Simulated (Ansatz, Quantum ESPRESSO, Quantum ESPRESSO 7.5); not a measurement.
**Complex bands of KBr, rock salt type, lattice constant set to 6.968 Å**

How good a tunnel barrier is KBr, rock salt type, lattice constant set to 6.968 Å?

Calculated with Quantum ESPRESSO 7.5; plane-wave DFT, PBE, PseudoDojo norm-conserving pseudopotentials (cross-check by Ansatz 0.2.0 with PAW datasets).

## 1. Set-up

Symmetry: Fm-3m, No. 225, cubic system. Conventional cell: a = 6.968 Å, b = 6.968 Å, c = 6.968 Å, α = 90.00°, β = 90.00°, γ = 90.00°. Nearest to K lie 6 Br at 3.48 Å. Nearest to Br lie 6 K at 3.48 Å. Farther neighbours and most contacts between anions are not listed.

As a file:

```cif
data_structure
_symmetry_space_group_name_H-M 'P 1'
_symmetry_Int_Tables_number 1
_cell_length_a 4.9271
_cell_length_b 4.9271
_cell_length_c 6.9680
_cell_angle_alpha 90.000
_cell_angle_beta 90.000
_cell_angle_gamma 90.000
_cell_volume 169.16
loop_
_atom_site_label
_atom_site_type_symbol
_atom_site_fract_x
_atom_site_fract_y
_atom_site_fract_z
_atom_site_occupancy
K1 K 0.00000 0.00000 0.00000 1
Br2 Br 0.50000 0.50000 0.00000 1
K3 K 0.50000 0.50000 0.50000 1
Br4 Br 0.00000 0.00000 0.50000 1
```

## 2. Ground state

pwcond needs a cell whose third axis lies along the current and stands perpendicular to the other two.

Input file scf.in:

```
&control
  prefix = 'scf'
  outdir = './out'
  pseudo_dir = './pseudo'
  calculation = 'scf'
  tprnfor = .true.
/
&system
  ibrav = 0
  nat = 4
  ntyp = 2
  ecutwfc = 66
  ecutrho = 264
  occupations = 'fixed'
  nbnd = 20
/
&electrons
  conv_thr = 1e-09
  mixing_beta = 0.6
  electron_maxstep = 120
/
ATOMIC_SPECIES
  K   39.0983  K.dojo-sr-pbe-0.4.1-standard.upf
  Br  79.9040  Br.dojo-sr-pbe-0.4.1-standard.upf
CELL_PARAMETERS angstrom
  4.92712005130786 0.00000000000000 0.00000000000000
  0.00000000000000 4.92712005130786 0.00000000000000
  0.00000000000000 0.00000000000000 6.96800000000000
ATOMIC_POSITIONS crystal
  K   0.000000000000 0.000000000000 0.000000000000
  Br  0.500000000000 0.500000000000 0.000000000000
  K   0.500000000000 0.500000000000 0.500000000000
  Br  0.000000000000 0.000000000000 0.500000000000
K_POINTS automatic
  6 6 4 0 0 0
```

The run is started by

```
> OMP_NUM_THREADS=1 mpirun -n 4 pw.x -nk 4 -in scf.in > scf.out
```

Output:

```text
Program PWSCF v.7.5 starts
[citation notice left out]

     Parallel version (MPI & OpenMP), running on       4 processor cores
     Number of MPI processes:                 4
     Threads/MPI process:                     1

     MPI processes distributed on     1 nodes
[...]
Current dimensions of program PWSCF are:
     Max number of different atomic species (ntypx) = 10
     Max number of k-points (npk) =  40000
     Max angular momentum in pseudopotentials (lmaxx) =  4
     Found identity + ( -0.5000 -0.5000 -0.5000) symmetry
     This is a supercell, fractional translations are disabled
     Message from routine setup:
     using ibrav=0 with symmetry is DISCOURAGED, use correct ibrav instead

     K-points division:     npool     =       4
     Subspace diagonalization in iterative solution of the eigenvalue problem:
     a serial algorithm will be used

     G-vector sticks info
     --------------------
     sticks:   dense  smooth     PW     G-vecs:    dense   smooth      PW
     Sum        1813    1813    517                82481    82481   12545

     Using Slab Decomposition

     bravais-lattice index     =            0
     lattice parameter (alat)  =       9.3109  a.u.
     unit-cell volume          =    1141.5397 (a.u.)^3
     number of atoms/cell      =            4
     number of atomic types    =            2
     number of electrons       =        32.00
     number of Kohn-Sham states=           20
     kinetic-energy cutoff     =      66.0000  Ry
     charge density cutoff     =     264.0000  Ry
     scf convergence threshold =      1.0E-09
     mixing beta               =       0.6000
     number of iterations used =            8  plain     mixing
     Exchange-correlation= PBE
                           (   1   4   3   4   0   0   0)

     celldm(1)=   9.310907  celldm(2)=   0.000000  celldm(3)=   0.000000
     celldm(4)=   0.000000  celldm(5)=   0.000000  celldm(6)=   0.000000

     crystal axes: (cart. coord. in units of alat)
               a(1) = (   1.000000   0.000000   0.000000 )
               a(2) = (   0.000000   1.000000   0.000000 )
               a(3) = (   0.000000   0.000000   1.414214 )

     reciprocal axes: (cart. coord. in units 2 pi/alat)
               b(1) = (  1.000000  0.000000  0.000000 )
               b(2) = (  0.000000  1.000000  0.000000 )
               b(3) = (  0.000000  0.000000  0.707107 )

     PseudoPot. # 1 for K  read from file:
     ./pseudo/K.dojo-sr-pbe-0.4.1-standard.upf
     Pseudo is Norm-conserving + core correction, Zval =  9.0
     Generated using ONCVPSP code by D. R. Hamann
     Using radial grid of 2222 points,  6 beta functions with:
                l(1) =   0
                l(2) =   0
                l(3) =   1
                l(4) =   1
                l(5) =   2
                l(6) =   2

     PseudoPot. # 2 for Br read from file:
     ./pseudo/Br.dojo-sr-pbe-0.4.1-standard.upf
     Pseudo is Norm-conserving + core correction, Zval =  7.0
     Generated using ONCVPSP code by D. R. Hamann
     Using radial grid of 1098 points,  6 beta functions with:
                l(1) =   0
                l(2) =   0
                l(3) =   1
                l(4) =   1
                l(5) =   2
                l(6) =   2

     atomic species   valence    mass     pseudopotential
     K                 9.00    39.09830     K ( 1.00)
     Br                7.00    79.90400     Br( 1.00)

     16 Sym. Ops., with inversion, found

   Cartesian axes

     site n.     atom                  positions (alat units)
         1        K      tau(   1) = (   0.0000000   0.0000000   0.0000000  )
         2        Br     tau(   2) = (   0.5000000   0.5000000   0.0000000  )
         3        K      tau(   3) = (   0.5000000   0.5000000   0.7071068  )
         4        Br     tau(   4) = (   0.0000000   0.0000000   0.7071068  )

     number of k points=    30
                       cart. coord. in units 2pi/alat
        k(    1) = (   0.0000000   0.0000000   0.0000000), wk =   0.0138889
        k(    2) = (   0.0000000   0.0000000   0.1767767), wk =   0.0277778
        k(    3) = (   0.0000000   0.0000000  -0.3535534), wk =   0.0138889
        k(    4) = (   0.0000000   0.1666667   0.0000000), wk =   0.0555556
        k(    5) = (   0.0000000   0.1666667   0.1767767), wk =   0.1111111
        k(    6) = (   0.0000000   0.1666667  -0.3535534), wk =   0.0555556
        k(    7) = (   0.0000000   0.3333333   0.0000000), wk =   0.0555556
        k(    8) = (   0.0000000   0.3333333   0.1767767), wk =   0.1111111
        k(    9) = (   0.0000000   0.3333333  -0.3535534), wk =   0.0555556
        k(   10) = (   0.0000000  -0.5000000   0.0000000), wk =   0.0277778
[...]
k(   30) = (  -0.5000000  -0.5000000  -0.3535534), wk =   0.0138889

     Dense  grid:    82481 G-vectors     FFT dimensions: (  50,  50,  72)

     Estimated max dynamical RAM per process >     104.24 MB

     Estimated total dynamical RAM >     356.54 MB

     Initial potential from superposition of free atoms

     starting charge      31.9615, renormalised to      32.0000
     Starting wfcs are   18 randomized atomic wfcs +    2 random wfcs

     total cpu time spent up to now is        1.2 secs

     per-process dynamical memory:    76.2 Mb

     Self-consistent Calculation

     iteration #  1     ecut=    66.00 Ry     beta= 0.60
     Davidson diagonalization with overlap
     ethr =  1.00E-02,  avg # of iterations =  6.2

     Threshold (ethr) on eigenvalues was too large:
     Diagonalizing with lowered threshold

     Davidson diagonalization with overlap
     ethr =  3.74E-04,  avg # of iterations =  3.1

     total cpu time spent up to now is        6.6 secs

     total energy              =    -183.63295178 Ry
     estimated scf accuracy    <       0.11653108 Ry

     iteration #  2     ecut=    66.00 Ry     beta= 0.60
[...]
total energy              =    -183.66449824 Ry
     estimated scf accuracy    <       0.01106553 Ry

     iteration #  3     ecut=    66.00 Ry     beta= 0.60
[...]
total energy              =    -183.66749765 Ry
     estimated scf accuracy    <       0.00091279 Ry

     iteration #  4     ecut=    66.00 Ry     beta= 0.60
[...]
total energy              =    -183.66780441 Ry
     estimated scf accuracy    <       0.00003289 Ry

     iteration #  5     ecut=    66.00 Ry     beta= 0.60
[...]
total energy              =    -183.66782096 Ry
     estimated scf accuracy    <       0.00000180 Ry

     iteration #  6     ecut=    66.00 Ry     beta= 0.60
[...]
total energy              =    -183.66782232 Ry
     estimated scf accuracy    <       0.00000021 Ry

     iteration #  7     ecut=    66.00 Ry     beta= 0.60
[...]
total energy              =    -183.66782236 Ry
     estimated scf accuracy    <       0.00000002 Ry

     iteration #  8     ecut=    66.00 Ry     beta= 0.60
[...]
total energy              =    -183.66782237 Ry
     estimated scf accuracy    <          3.3E-09 Ry

     iteration #  9     ecut=    66.00 Ry     beta= 0.60
[...]
End of self-consistent calculation

          k = 0.0000 0.0000 0.0000 ( 10203 PWs)   bands (ev):

   -28.0397 -28.0369 -12.0063 -11.9461 -11.5497 -11.5229 -11.5229 -11.5048
   -11.5048 -11.5048  -0.5275  -0.1089  -0.1089   0.1202   0.1202   0.1202
     4.1574   6.1084   6.7399   7.6430

          k = 0.0000 0.0000 0.1768 ( 10282 PWs)   bands (ev):

   -28.0393 -28.0373 -12.0401 -12.0047 -11.5203 -11.5203 -11.5074 -11.5074
   -11.4853 -11.4607  -0.5232  -0.0912  -0.0807  -0.0807   0.0806   0.0806
     4.5766   6.2626   6.3567   7.2967

          k = 0.0000 0.0000-0.3536 ( 10210 PWs)   bands (ev):

   -28.0383 -28.0383 -12.0605 -12.0605 -11.5138 -11.5138 -11.5138 -11.5138
   -11.4268 -11.4268  -0.4026  -0.4025  -0.0057  -0.0057  -0.0057  -0.0057
     5.4675   5.4675   6.6998   6.6998

          k = 0.0000 0.1667 0.0000 ( 10304 PWs)   bands (ev):

   -28.0394 -28.0369 -12.0410 -11.9942 -11.5461 -11.5204 -11.5073 -11.5047
   -11.4729 -11.4624  -0.4821  -0.2424  -0.1183  -0.0702   0.0777   0.0821
     4.5419   6.3797   7.1268   8.3776

          k = 0.0000 0.1667 0.1768 ( 10327 PWs)   bands (ev):

   -28.0390 -28.0372 -12.0716 -12.0427 -11.5255 -11.5181 -11.5070 -11.5058
   -11.4364 -11.4256  -0.5270  -0.2370  -0.1748  -0.0944   0.0386   0.0437
     4.9132   6.4592   6.7283   7.3995

          k = 0.0000 0.1667-0.3536 ( 10322 PWs)   bands (ev):

   -28.0381 -28.0381 -12.0912 -12.0912 -11.5125 -11.5125 -11.5117 -11.5117
   -11.3928 -11.3928  -0.4764  -0.4764  -0.0624  -0.0624  -0.0304  -0.0304
     5.7335   5.7335   6.9403   6.9403

[...]
highest occupied, lowest unoccupied level (ev):     0.1202    4.1574

!    total energy              =    -183.66782237 Ry
     estimated scf accuracy    <          4.2E-10 Ry

     The total energy is the sum of the following terms:
     one-electron contribution =     -67.98728860 Ry
     hartree contribution      =      42.11213814 Ry
     xc contribution           =     -46.40748933 Ry
     ewald contribution        =    -111.38518258 Ry

     convergence has been achieved in   9 iterations

     Forces acting on atoms (cartesian axes, Ry/au):

     atom    1 type  1   force =     0.00000000    0.00000000    0.00000000
     atom    2 type  2   force =     0.00000000    0.00000000    0.00000000
     atom    3 type  1   force =     0.00000000    0.00000000    0.00000000
     atom    4 type  2   force =     0.00000000    0.00000000    0.00000000

     Total force =     0.000000     Total SCF correction =     0.000000

[...]
=------------------------------------------------------------------------------=
   JOB DONE.
=------------------------------------------------------------------------------=
```

The job ended after 32 s (4 MPI ranks of Arm Neoverse V2, shared host; peak memory 0.5 GiB).

This step gave:

```
free energy                          : -2498.9280 eV
valence top, on the run's zero       : 0.1202 eV
conduction bottom, on the run's zero : 4.157 eV
gap by band count                    : 4.037 eV
```

The run needed 9 iterations to bring the estimated error under 1e-09 Ry.

(Part 1 of 3 ends here.)

[Logs are printed without paths, hosts, clocks, repeated set-up lines and the standing remarks that a program may print on its own settings, such as how far it seeks lower states.]

[Hosts, paths, dates, database ids (printed as entryN), source tags and the programs' standing remarks are cut or masked in the printed files.]

[Maps of the electrostatic potential energy from Ansatz leave out the sawtooth potential of an applied field or a dipole correction, so their vacuum need not be flat; planar profiles and work functions include it.]
